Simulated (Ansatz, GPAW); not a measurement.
**A 2-layer slab of Pd(100): converging a work function**

Aim: the settings at which the work function of a 2-layer slab of Pd(100) stops moving.

Calculated with GPAW 26.7.0 and Ansatz 0.2.0; Ansatz plane waves; slab in vacuum with a dipole correction, relaxation, in the first sound run; inputs show where later runs differ.

## Step 1: Starting point

The cell holds 2 atoms: 2 Pd. Its edges and angles: a = 2.751 Å, b = 2.751 Å, c = 15.945 Å, α = 90.0°, β = 90.0°, γ = 90.0°. Vacuum lies along c.

## Step 2: Relaxing the atoms

Forces are removed first; all later runs use this geometry. The lowest 1 atoms are held at bulk positions and keep their forces.

input.yaml

```yaml
crystal:
  lattice:
    - [2.7506453788, 0.0, 0.0]
    - [0.0, 2.7506453788, 0.0]
    - [0.0, 0.0, 15.945]
  atoms:
    - { symbol: Pd, position: [0.5, 0.5, 0.4390090938] }
    - { symbol: Pd, position: [0.0, 0.0, 0.5609909062] }
kpoints:
  mp_grid: { grid: [11, 11, 1] }
hamiltonian:
  xc: pbe
scf:
  occupations: { method: fermi_dirac, width: 0.1 }
efield:
  axis: 3
  dipole_correction: true
  ramp_width: 0.05
relax:
  f_tol: 0.02
  max_steps: 60
  constraints: [{ sites: [0] }]
output:
  write_potential: true
  write_density: true
  volumetric_format: npy
```

Launch:

```
$ ansatz run input.yaml --threads 2 --pin off --max-ram 4096MiB --backend cpu --events-out ev --progress --plain --runs-dir out
```

Numbers of over 12 decimals in the logs are rounded to 6 here.

The log of the run:

```text
Engine: ansatz 0.2.0, aarch64-unknown-linux-gnu
Pseudopotentials: kind: paw
Pseudopotential: Pd, paw, valence charge 18, recommended cutoff 420 eV (normal), Pd.paw.azcp
Functional definition: PBE
  parameter kappa = 0.804
  parameter beta = 0.066725
  exchange = pbe_x(kappa = kappa, mu = beta*pi^2/3)
  correlation = pbe_c(beta = beta)
Crystal: 2 atoms, lattice volume = 120.641 Å³
Basis set: ecut = 420 eV, 2425 PW (Γ), exchange–correlation on 40×40×216 points (8 copies of the dense FFT grid, shifted against one another)
Bands: 22, of which v1, the nominal top of the filled ones, is band 18 counted from 1 (17 counted from 0)
Symmetry: 8 space group operations
k-points: 21 of 121
Non-local potential: Pd, projectors of the file, l = 0: 2, l = 1: 2, l = 2: 2, l = 3: 1
PAW form: soft (Blöchl's): semilocal exchange-correlation on the pseudo side does not see the compensation charge
PAW one-centre angular grid: Pd, 590 points (default); XC on 64 Gauss nodes
Initial density: superposition of atomic densities (neutral atoms: chi_scale 0, normalization atom), corrected by the library's trained network
Initial wavefunctions: pseudopotential atomic-orbital guess
Functional: x = pbe(κ = 0.804, μ = 0.219515), c = pbe(β = 0.066725)
SCF iter   1: F=—  HF=-13944.314108 eV  |F-HF|=—  |Δ(HF+E_count)|=         —  Δρ=4.86e-3  dr2=2.88e-2  ethr=1.77e-3  p=0.000 e·Å  D=1.25e-13 V/Å  ΔV_dip=-0.00 eV  dr2_dipole=9.96e-8  V_vac-E_F(+/−)=4.94/4.94 eV  ⟨swp⟩=6.0  Hψ=2147  notcnv=0
efield: sawtooth ramp at fractional position 0.9750 (placed from the atoms, in the widest stretch of the axis that holds none; the zero of the levels goes with the place), width 0.0500; the density the first Hamiltonian is built on has a dipole p = 0.000 e·Å; the dipole correction subtracts the counter field D = 1.25e-13 V/Å, which shifts the + side's vacuum level by -0.00 eV against the − side's; the planar-averaged density in the ramp window peaks in size at 4.5e-5 e/Å³
preconditioner: auto → LDOS  [metal: Δε(μ)=0.013 eV  Ē_g=6.255 eV  σ=0.100 eV  W_gap=0.03  n_scr=10 (ndim 8)  ℏωp=15.1 eV  f_vac=0.659  D(μ)=4.15/eV (n_scr^D=32)  β→1.0]
SCF iter   2: F=—  HF=-13944.318369 eV  |F-HF|=—  |Δ(HF+E_count)|=   4.26e-3  Δρ=2.87e-3  dr2=2.12e-2  ethr=8.00e-5  p=-0.000 e·Å  D=-2.81e-5 V/Å  ΔV_dip=0.00 eV  dr2_dipole=8.08e-8  V_vac-E_F(+/−)=5.11/5.11 eV  ⟨swp⟩=3.3  Hψ=1215  notcnv=0
SCF iter   3: F=—  HF=-13944.314920 eV  |F-HF|=—  |Δ(HF+E_count)|=   3.45e-3  Δρ=7.96e-4  dr2=2.17e-3  ethr=5.89e-5  p=-0.000 e·Å  D=-4.98e-6 V/Å  ΔV_dip=0.00 eV  dr2_dipole=8.07e-9  V_vac-E_F(+/−)=5.05/5.05 eV  ⟨swp⟩=2.0  Hψ=756  notcnv=0
SCF iter   4: F=—  HF=-13944.314566 eV  |F-HF|=—  |Δ(HF+E_count)|=   3.53e-4  Δρ=2.59e-4  dr2=1.54e-4  ethr=6.04e-6  p=-0.000 e·Å  D=-1.60e-6 V/Å  ΔV_dip=0.00 eV  dr2_dipole=2.84e-9  V_vac-E_F(+/−)=5.07/5.07 eV  ⟨swp⟩=2.0  Hψ=687  notcnv=0
SCF iter   5: F=—  HF=-13944.314549 eV  |F-HF|=—  |Δ(HF+E_count)|=   1.67e-5  Δρ=8.31e-5  dr2=1.15e-5  ethr=4.28e-7  p=-0.000 e·Å  D=-1.93e-6 V/Å  ΔV_dip=0.00 eV  dr2_dipole=1.84e-9  V_vac-E_F(+/−)=5.08/5.08 eV  ⟨swp⟩=2.1  Hψ=654  notcnv=0
SCF iter   6: F=-13944.314550 eV  HF=-13944.314551 eV  |F-HF|=1.28e-6  |Δ(HF+E_count)|=   1.56e-6  Δρ=3.35e-5  dr2=2.02e-6  ethr=2.78e-8  p=-0.000 e·Å  D=-7.91e-7 V/Å  ΔV_dip=0.00 eV  dr2_dipole=5.05e-10  V_vac-E_F(+/−)=5.09/5.09 eV  ⟨swp⟩=11.2  Hψ=3804  notcnv=0
SCF 1 converged in 6 iterations: F = -13944.314550 eV  dr2 = 2.02e-6
  greatest PAW one-centre occupation: 0.999 electrons in one spin orbital (limit 2), on the Pd atom at site 1 (counted from 0), in its partial waves of l = 0
relax step   1: F+E_penalty+E_count = -13944.31454966 eV  Δ(F+E_penalty+E_count) = +0.000e0 eV  max|allowed force component| = 2.829e-3 eV/Å  Δτ_max = 0.0000 Å  (6 SCF iters, dr2 threshold 1.00e-5 eV, accepted)
Initial density: handed on by an earlier stage of this run
Initial wavefunctions: those handed on with the density
iter 1 solved again at ethr=5.59e-9 eV; its pass at ethr=3.10e-3 eV (dr2=2.01e-6 eV) is discarded
SCF iter   1: F=—  HF=-13944.314519 eV  |F-HF|=—  |Δ(HF+E_count)|=         —  Δρ=3.34e-5  dr2=2.01e-6  ethr=5.59e-9  p=-0.000 e·Å  D=-7.91e-7 V/Å  ΔV_dip=0.00 eV  dr2_dipole=5.06e-10  V_vac-E_F(+/−)=5.09/5.09 eV  ⟨swp⟩=1.0  Hψ=1431  notcnv=0
efield: sawtooth ramp at fractional position 0.9750 (handed on by an earlier solve), width 0.0500; the density the first Hamiltonian is built on has a dipole p = -0.000 e·Å; the dipole correction subtracts the counter field D = -7.91e-7 V/Å, which shifts the + side's vacuum level by +0.00 eV against the − side's; the planar-averaged density in the ramp window peaks in size at 1.2e-6 e/Å³
preconditioner: auto → LDOS  [metal: Δε(μ)=0.019 eV  Ē_g=6.363 eV  σ=0.100 eV  W_gap=0.05  n_scr=10 (ndim 8)  ℏωp=15.1 eV  f_vac=0.656  D(μ)=4.19/eV (n_scr^D=32)  β→1.0]
SCF iter   2: F=—  HF=-13944.314551 eV  |F-HF|=—  |Δ(HF+E_count)|=   3.23e-5  Δρ=3.14e-5  dr2=1.05e-6  ethr=5.59e-9  p=-0.000 e·Å  D=-5.60e-7 V/Å  ΔV_dip=0.00 eV  dr2_dipole=1.96e-10  V_vac-E_F(+/−)=5.09/5.09 eV  ⟨swp⟩=2.9  Hψ=893  notcnv=0
SCF iter   3: F=—  HF=-13944.314551 eV  |F-HF|=—  |Δ(HF+E_count)|=   8.54e-8  Δρ=7.54e-6  dr2=1.15e-7  ethr=2.91e-9  p=-0.000 e·Å  D=-2.60e-7 V/Å  ΔV_dip=0.00 eV  dr2_dipole=9.55e-11  V_vac-E_F(+/−)=5.09/5.09 eV  ⟨swp⟩=2.2  Hψ=726  notcnv=0
SCF iter   4: F=-13944.314551 eV  HF=-13944.314551 eV  |F-HF|=3.26e-9  |Δ(HF+E_count)|=   4.36e-9  Δρ=2.09e-6  dr2=5.83e-9  ethr=2.78e-10  p=-0.000 e·Å  D=-1.07e-7 V/Å  ΔV_dip=0.00 eV  dr2_dipole=2.12e-11  V_vac-E_F(+/−)=5.09/5.09 eV  ⟨swp⟩=9.4  Hψ=3107  notcnv=0
SCF 2 converged in 4 iterations: F = -13944.314551 eV  dr2 = 5.83e-9
  greatest PAW one-centre occupation: 0.999 electrons in one spin orbital (limit 2), on the Pd atom at site 0 (counted from 0), in its partial waves of l = 0
relax step   2: F+E_penalty+E_count = -13944.31455090 eV  Δ(F+E_penalty+E_count) = -1.237e-6 eV  max|allowed force component| = 2.364e-3 eV/Å  Δτ_max = 0.0000 Å  (4 SCF iters, accepted)
NSCF: frozen V_eff on 21 k-points
the band table was solved once a step of the walk had ended and its energy, with any forces and stress, was formed, with the checks that follow a solve (2518 applications of the Hamiltonian). They found nothing against the state; the energy, forces and stress were not computed again (output.eigenvalues in the input reference)
WARN: The output density's exchange-correlation potential varies sharply where the density is thin. Do not read a vacuum level from v_tot or v_xc, or from such a field of the output density. On a cell that repeats whose density bears no net charge and no dipole along the vacuum's axis use v_es (v_loc + v_h of the components); under efield.dipole_correction with no amplitude use v_es + v_field, which holds any externa [...]
SCF converged after 4 iterations
Free energy (F): -13944.314551 eV
Harris-Foulkes:  -13944.314551 eV  (|F-HF|=3.26e-9)
Internal energy: -13944.181054 eV  (E = F + TS)
E sigma→0 (E₀):  -13944.247802 eV
Entropy (-TS):   -0.133497 eV (-66.749 meV/atom)
Fermi energy:    1.009876 eV
Dipole field:    D = 0.000008 V/Å  (p = 0.000005 e·Å, saw-weighted, corrected)
Work function:   Φ+ = 5.0880 eV   Φ− = 5.0881 eV
Levels:          The Fermi level and band energies are counted from a zero that moves with the ramp; work functions are not
--- Per-component energies (eV) ---
  E_band       = -929.880698
  E_kinetic    = 1026.336996
  E_local      = -28408.602471  (includes V_loc(G=0)·N_el)
  E_nonlocal   = 436.434066
  E_hartree    = 13548.184309
  E_xc         = -334.606984
  E_vxc        = -419.341895  (∫ρ·V_xc dr)
  E_paw        = -7501.910450  (= ΣΔE_a)
  E_vpaw       = -661.087569  (= ΣTr[D̂ρ^β])
  E_aug_tail   = 0.000438  (compensation charges beyond the density's cutoff)
  E_efield     = 0.000000  (sawtooth field / dipole correction)
  E_vefield    = 0.000000  (∫n·V_field dr)
  E_ewald      = 7289.983043
  E_smearing   = -0.133497  (= −TS)
  E_closure    = -0.000000  (closes the sum)
  Σ components = -13944.314551   (vs F -13944.314551, Δ=0.00e0)
--- Forces (eV/Å), atoms counted from 1 ---
  atom   1  Pd     0.00000000     0.00000000     0.00236118
  atom   2  Pd     0.00000000     0.00000000    -0.00236385
  max |Σ_I F_I| component: 2.67e-6 eV/Å
--- Band table (eV; the first three rows and the last of 21) ---
  k-point 0: bands = [... 14 lower, -0.4267, 0.4862, 0.7364, 0.9683, 0.9683, 1.0773, 3.3566, 6.0767]
  k-point 1: bands = [... 14 lower, -0.4162, 0.3291, 0.6587, 0.9895, 1.0000, 1.0272, 3.7734, 6.2606]
  k-point 2: bands = [... 14 lower, -0.4431, 0.0073, 0.1986, 0.7896, 1.0852, 1.5896, 4.6573, 6.8033]
  k-point 20: bands = [... 14 lower, 0.5662, 0.5841, 1.4745, 1.5899, 6.0326, 6.9219, 9.7185, 11.1495]
--- Relaxed structure (2 steps of the walk, 2 accepted, 0 SCFs on fresh bases) ---
  F+E_penalty+E_count = -13944.31455090 eV   max|allowed force component| = 2.364e-3 eV/Å
  atoms:
    - { symbol: Pd, position: [0.5, 0.5, 0.4390090938] }
    - { symbol: Pd, position: [0.0, 0.0, 0.5609909062] }
```

Elapsed: 4.4 s, on 2 threads of Arm Neoverse V2, shared host; peak memory 0.38 GiB; 8.6 s of CPU time.

Hardly anything moved in the relaxation; the energy changed by under 0.2 meV an atom.

Numbers from this step:

```
free energy             : -13944.3146 eV
smearing term TS        : 0.1335 eV
symmetry operations     : 8
upper work function     : 5.088 eV
lower work function     : 5.088 eV
dipole along the normal : 5.25e-6 e·Å
dipole field            : 7.87e-6 V/Å
vacuum level above      : 6.098 eV
vacuum level below      : 6.098 eV
```

Electrostatic potential energy of an electron (with the applied field's), less the Fermi level, planar mean against z:

```
z (Å)  electrostatic potential energy of an electron (with the applied field's), less the Fermi level, planar mean (eV)
 0.00                                                                                                              5.09
 0.44                                                                                                              5.09
 0.89                                                                                                              5.09
 1.33                                                                                                              5.09
 1.77                                                                                                              5.09
 2.07                                                                                                              5.09
 2.51                                                                                                              5.09
 2.95                                                                                                              5.09
 3.40                                                                                                              5.08
 3.84                                                                                                              5.08
 4.28                                                                                                              5.06
 4.72                                                                                                              4.98
 5.17                                                                                                              4.75
 5.61                                                                                                              3.99
 5.91                                                                                                              2.61
 6.35                                                                                                             -4.38
 6.79                                                                                                             -13.7
 7.23                                                                                                             -13.3
 7.68                                                                                                             -4.38
 8.12                                                                                                             -1.91
 8.56                                                                                                             -10.6
 9.01                                                                                                             -15.2
 9.45                                                                                                             -7.80
 9.89                                                                                                              1.23
10.19                                                                                                              3.44
10.63                                                                                                              4.59
11.07                                                                                                              4.94
11.52                                                                                                              5.04
11.96                                                                                                              5.07
12.40                                                                                                              5.08
12.84                                                                                                              5.09
13.29                                                                                                              5.09
13.73                                                                                                              5.09
14.03                                                                                                              5.09
14.47                                                                                                              5.09
14.91                                                                                                              5.09
15.35                                                                                                              5.09
15.80                                                                                                              5.09
```

The valence density, planar mean by z:

```
z (Å)  valence density, planar mean (e/Å³)
  3.5                               1.6e-4
  4.0                               5.9e-4
  4.5                              0.00223
  5.0                              0.00845
  5.5                               0.0343
  6.0                                0.161
  6.5                                 1.06
  7.0                                 2.20
  7.5                                 1.11
  8.0                                0.377
  8.5                                 1.29
  9.0                                 2.21
  9.5                                0.897
 10.0                                0.134
 10.5                               0.0290
 11.0                              0.00736
 11.5                              0.00190
 12.0                               5.2e-4
 12.5                               1.4e-4
```

The atoms hardly moved: the energy changed by under 0.1 meV.

[end of part 1 of 3]

[Logs are printed without paths, hosts, clocks, repeated set-up lines and the standing remarks that a program may print on its own settings, such as how far it seeks lower states.]

[Hosts, paths, dates, database ids (printed as entryN), source tags and the programs' standing remarks are cut or masked in the printed files.]
